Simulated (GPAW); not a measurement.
# 1T-IrSSe monolayer in an electric field

How does 1T-IrSSe monolayer screen a perpendicular field?

Main program and level: GPAW 26.7.0; GPAW, PAW setups; layer in a repeated cell with vacuum, relaxation of atoms and in-plane cell, in the first sound run; inputs show where later runs differ.

This is a report of a sequence of runs, with most program output left out.

## (1) Set-up

The cell holds 3 atoms: 1 Se, 1 Ir and 1 S. Cell: a = 3.456 Å, b = 3.456 Å, c = 18.709 Å, α = 90.0°, β = 90.0°, γ = 120.0°. Vacuum lies along c.

## (2) Relaxing the atoms

The atoms are relaxed first, since the surface dipole, and with it the work function, follows the positions of the outer layers.

run.py reads:

```python
import json
import numpy as np
from ase import Atoms
from ase.filters import FrechetCellFilter
from ase.optimize import BFGS
from gpaw import GPAW, PW

slab = Atoms(
    ['Se', 'Ir', 'S'],
    positions=[
        [1.72798, 0.99765, 8.00000],
        [0.00000, 0.00000, 9.48792],
        [-0.00000, 1.99530, 10.70846]],
    cell=[[3.45596, 0.0, 0.0], [-1.72798, 2.99295, 0.0], [0.0, 0.0, 18.7085]],
    pbc=[True, True, True])

slab.calc = GPAW(mode=PW(600), xc='PBE', kpts={'size': (9, 9, 1), 'gamma': True},
                 occupations={'name': 'fermi-dirac', 'width': 0.05}, nbands='160%',
                 convergence={'density': 1e-05}, maxiter=200,
                 symmetry={'tolerance': 1e-3}, txt='slab.txt')
result = {}
# The in-plane cell is free; stress needs a cell that repeats along all three vectors
path = []
opt = BFGS(FrechetCellFilter(slab, mask=[1, 1, 0, 0, 0, 1]), maxstep=0.2)
opt.attach(lambda: path.append((slab.get_potential_energy(), slab.positions.tolist(), slab.get_forces().tolist())))
result['relaxed'] = bool(opt.run(fmax=0.02, steps=45))
result['path'] = path
result['cell'] = slab.cell.tolist()
print('in-plane lattice', slab.cell.cellpar().round(4)[[0, 1, 5]])
energy = slab.get_potential_energy()
fermi = slab.calc.get_fermi_level()
v = slab.calc.get_electrostatic_potential().mean((0, 1)) - fermi
n = slab.calc.get_pseudo_density().mean((0, 1))
L = slab.cell[2, 2]
z = np.arange(len(v)) * L / len(v)
low, high = slab.positions[:, 2].min(), slab.positions[:, 2].max()
below, above = np.interp([low - 5.8, high + 5.8], z, v)
slopes = [np.interp(x, z, np.gradient(v, z)) for x in (low - 5.8, high + 5.8)]
eps = np.array([[slab.calc.get_eigenvalues(k, s) for k in range(len(slab.calc.get_ibz_k_points()))]
                for s in range(slab.calc.get_number_of_spins())]) - fermi
top, bottom = eps[eps < 0].max(), eps[eps > 0].min()
dipole = slab.get_dipole_moment()[2]
print(f'energy {energy:.4f} eV, Fermi level {fermi:.4f} eV, dipole {dipole:.5f} e A')
print(f'potential 5.8 A off the faces, from the Fermi level: lower {below:.4f} eV, upper {above:.4f} eV')
print(f'slope of the potential there: lower {slopes[0]:.5f}, upper {slopes[1]:.5f} eV/A')
print(f'nearest levels on the mesh: {top:.4f} and {bottom:.4f} eV')
print('magnetic moment', round(slab.get_magnetic_moment(), 3))
result.update(energy=energy, fermi=fermi, dipole=dipole, below=below, above=above, slopes=slopes, edges=[top, bottom],
              z=z.tolist(), v=v.tolist(), n=n.tolist(), positions=slab.positions.tolist(),
              forces=slab.get_forces(apply_constraint=False).tolist(), moments=slab.get_magnetic_moments().tolist())
json.dump(result, open('result.json', 'w'))
```

On the command line:

```
OMP_NUM_THREADS=1 OPENBLAS_NUM_THREADS=1 python run.py
```

Run time: 4.2 min. Hardware: 1 thread of Intel Xeon Platinum 8488C (Sapphire Rapids), shared host; peak memory 0.4 GiB.

This step gave:

- dipole along the normal: 0.001739 e·Å
- levels nearest the Fermi level on the mesh: -0.05351, 0.1687 eV from the Fermi level

The electrostatic potential energy of an electron (without an applied field's), less the Fermi level, planar mean by z:

```
z (Å)  electrostatic potential energy of an electron (without an applied field's), less the Fermi level, planar mean (eV)
    0                                                                                                                5.47
    1                                                                                                                5.47
    2                                                                                                                5.47
    3                                                                                                                5.47
    4                                                                                                                5.47
    5                                                                                                                5.47
    6                                                                                                                5.38
    7                                                                                                                3.66
    8                                                                                                               -15.3
    9                                                                                                               -8.19
   10                                                                                                               -12.4
   11                                                                                                               -4.29
   12                                                                                                                5.02
   13                                                                                                                5.44
   14                                                                                                                5.46
   15                                                                                                                5.46
   16                                                                                                                5.46
   17                                                                                                                5.47
   18                                                                                                                5.47
```

The pseudo valence density, planar mean by z:

```
z (Å)  pseudo valence density, planar mean (e/Å³)
  4.5                                      6.4e-5
  5.0                                      2.6e-4
  5.5                                     0.00109
  6.0                                     0.00465
  6.5                                      0.0205
  7.0                                      0.0864
  7.5                                       0.265
  8.0                                       0.217
  8.5                                       0.446
  9.0                                       0.613
  9.5                                        1.36
 10.0                                       0.798
 10.5                                       0.442
 11.0                                       0.323
 11.5                                       0.119
 12.0                                      0.0259
 12.5                                     0.00508
 13.0                                     0.00101
 13.5                                      2.1e-4
 14.0                                      4.4e-5
```

The relaxation lowered the energy of the cell by 0.188 eV (energies extrapolated to zero smearing; the optimiser's log prints free energies). The largest force left on a free atom is 0.012 eV/Å.

## (3) Plane waves, PBE

The work function is the vacuum plateau of the electrostatic potential less the Fermi level; a dipole layer lets the two faces have plateaus of their own.

This step: GPAW, PAW setups; slab in vacuum (GPAW 26.7.0).

The cell differs from the one that the last finished run ended in (c 18.709 → 18.482 Å).

Changes to run.py since step 2:

```diff
@@ -3,4 +3,2 @@
 from ase import Atoms
-from ase.filters import FrechetCellFilter
-from ase.optimize import BFGS
 from gpaw import GPAW, PW
@@ -10,21 +8,14 @@
     positions=[
-        [1.72798, 0.99765, 8.00000],
-        [0.00000, 0.00000, 9.48792],
-        [-0.00000, 1.99530, 10.70846]],
-    cell=[[3.45596, 0.0, 0.0], [-1.72798, 2.99295, 0.0], [0.0, 0.0, 18.7085]],
-    pbc=[True, True, True])
+        [1.81465, 1.04769, 8.00000],
+        [-0.00000, -0.00000, 9.43302],
+        [-0.00000, 2.09538, 10.48169]],
+    cell=[[3.6293, 0.0, 0.0], [-1.81465, 3.14307, 0.0], [0.0, 0.0, 18.4817]],
+    pbc=[True, True, False])
 
-slab.calc = GPAW(mode=PW(600), xc='PBE', kpts={'size': (9, 9, 1), 'gamma': True},
+slab.calc = GPAW(mode=PW(400), xc='PBE', kpts={'size': (9, 9, 1), 'gamma': True},
                  occupations={'name': 'fermi-dirac', 'width': 0.05}, nbands='160%',
                  convergence={'density': 1e-05}, maxiter=200,
+                 poissonsolver={'dipolelayer': 'xy'},
                  symmetry={'tolerance': 1e-3}, txt='slab.txt')
 result = {}
-# The in-plane cell is free; stress needs a cell that repeats along all three vectors
-path = []
-opt = BFGS(FrechetCellFilter(slab, mask=[1, 1, 0, 0, 0, 1]), maxstep=0.2)
-opt.attach(lambda: path.append((slab.get_potential_energy(), slab.positions.tolist(), slab.get_forces().tolist())))
-result['relaxed'] = bool(opt.run(fmax=0.02, steps=45))
-result['path'] = path
-result['cell'] = slab.cell.tolist()
-print('in-plane lattice', slab.cell.cellpar().round(4)[[0, 1, 5]])
 energy = slab.get_potential_energy()
```

It took 18 s on 1 thread; peak memory 0.2 GiB.

Numbers from this step:

* dipole along the normal: 0.001329 e·Å
* levels nearest the Fermi level on the mesh: -0.05353, 0.1687 eV from the Fermi level
* upper work function: 5.460 eV
* lower work function: 5.480 eV

Table of electrostatic potential energy of an electron (without an applied field's), less the Fermi level, planar mean by z:

```
z (Å)  electrostatic potential energy of an electron (without an applied field's), less the Fermi level, planar mean (eV)
  0.0                                                                                                                5.47
  0.5                                                                                                                5.48
  1.0                                                                                                                5.48
  1.5                                                                                                                5.48
  2.0                                                                                                                5.48
  2.5                                                                                                                5.48
  3.0                                                                                                                5.48
  3.5                                                                                                                5.48
  4.0                                                                                                                5.48
  4.5                                                                                                                5.48
  5.0                                                                                                                5.47
  5.5                                                                                                                5.45
  6.0                                                                                                                5.35
  6.5                                                                                                                4.92
  7.0                                                                                                                3.09
  7.5                                                                                                               -4.16
  8.0                                                                                                               -16.2
  8.5                                                                                                               -7.42
  9.0                                                                                                               -9.91
  9.5                                                                                                               -16.5
 10.0                                                                                                               -11.9
 10.5                                                                                                               -14.8
 11.0                                                                                                               -2.08
 11.5                                                                                                                3.84
 12.0                                                                                                                5.13
 12.5                                                                                                                5.39
 13.0                                                                                                                5.45
 13.5                                                                                                                5.46
 14.0                                                                                                                5.46
 14.5                                                                                                                5.46
 15.0                                                                                                                5.46
 15.5                                                                                                                5.46
 16.0                                                                                                                5.46
 16.5                                                                                                                5.46
 17.0                                                                                                                5.46
 17.5                                                                                                                5.46
 18.0                                                                                                                5.46
```

The pseudo valence density, planar mean by z:

```
z (Å)  pseudo valence density, planar mean (e/Å³)
 0.00                                           0
 0.41                                           0
 1.03                                           0
 1.44                                           0
 2.05                                           0
 2.46                                      1.7e-6
 2.87                                      2.4e-6
 3.49                                      4.0e-6
 3.90                                      1.5e-5
 4.52                                      8.5e-5
 4.93                                      2.7e-4
 5.34                                      8.8e-4
 5.96                                     0.00523
 6.37                                      0.0176
 6.98                                       0.104
 7.39                                       0.263
 7.80                                       0.259
 8.42                                       0.452
 8.83                                       0.550
 9.45                                        1.39
 9.86                                       0.848
10.47                                       0.402
10.88                                       0.336
11.29                                       0.158
11.91                                      0.0248
12.32                                     0.00657
12.94                                      9.1e-4
13.35                                      2.5e-4
13.76                                      6.7e-5
14.37                                      1.2e-5
14.79                                      4.0e-6
15.40                                           0
15.81                                           0
16.22                                           0
16.84                                           0
17.25                                           0
17.87                                           0
18.28                                           0
```

The potential is flat to 4.7e-5 eV/Å where it is read, so the vacuum is wide enough.

[end of part 1 of 3]

[Logs are printed without paths, hosts, clocks, repeated set-up lines and the standing remarks that a program may print on its own settings, such as how far it seeks lower states.]

[Hosts, paths, dates, database ids (printed as entryN), source tags and the programs' standing remarks are cut or masked in the printed files.]
